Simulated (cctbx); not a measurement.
**Resonant diffraction in YPd3N**

Space group Pm-3m (no. 221), a = 4.3730 Å, b = 4.3730 Å, c = 4.3730 Å, α = 90.00°, β = 90.00°, γ = 90.00°.

```
atom  mult.    x    y    z  Ueq (Å²)
 Pd1      3  1/2    0  1/2    0.0103
  Y1      1    0    0    0    0.0156
  N1      1  1/2  1/2  1/2    0.0197
```

The model is made up (kin elements in a known structure type, no relaxation), so it says nothing on whether the phase exists.

Calculated with cctbx: free-atom f′ and f″ from the Sasaki tables, no fine structure; amplitudes in electrons.

```csv
E (eV),F 1 1 1,F 1 0 1,F 0 1 2,F 1 2 3
23750,124.1,1.6,6.7,1.2
24100,121.8,2.0,6.0,1.3
24230,119.8,2.5,5.3,1.6
24290,117.9,3.0,4.7,2.0
24320,116.1,3.6,4.2,2.5
24335,114.3,4.1,3.6,2.9
24342,112.7,4.6,3.1,3.4
24346,111.0,5.2,2.7,3.8
24354,108.8,6.1,2.0,4.7
24358,111.9,5.1,2.8,3.9
24365,114.2,4.4,3.5,3.3
24380,116.4,3.7,4.1,2.7
24410,118.5,3.1,4.8,2.2
24500,121.2,2.3,5.6,1.7
24750,124.1,1.7,6.5,1.4
```

**Question.** Which edge is crossed, and why do the reflections move as they do?

The K edge of Pd. The edge is at 24350 eV. f′ of Pd falls from -4.7 e at 24230 eV to -7.8 e at 4 eV below it, and f″ steps from 0.55 to 3.63 e across it. Over that approach |F| changes by -7 % (1 1 1), +108 % (1 0 1), -49 % (0 1 2) and +137 % (1 2 3): a reflection falls where Pd scatters in phase with the total and rises where it scatters against it; it hardly moves where the Pd term is small or cancels by symmetry. Above the edge the larger f″ enters the imaginary part, where it can add to or cancel the other atoms' f″. The structure is centrosymmetric, so Friedel mates stay equal.

[Logs are printed without paths, hosts, clocks, repeated set-up lines and the standing remarks that a program may print on its own settings, such as how far it seeks lower states.]
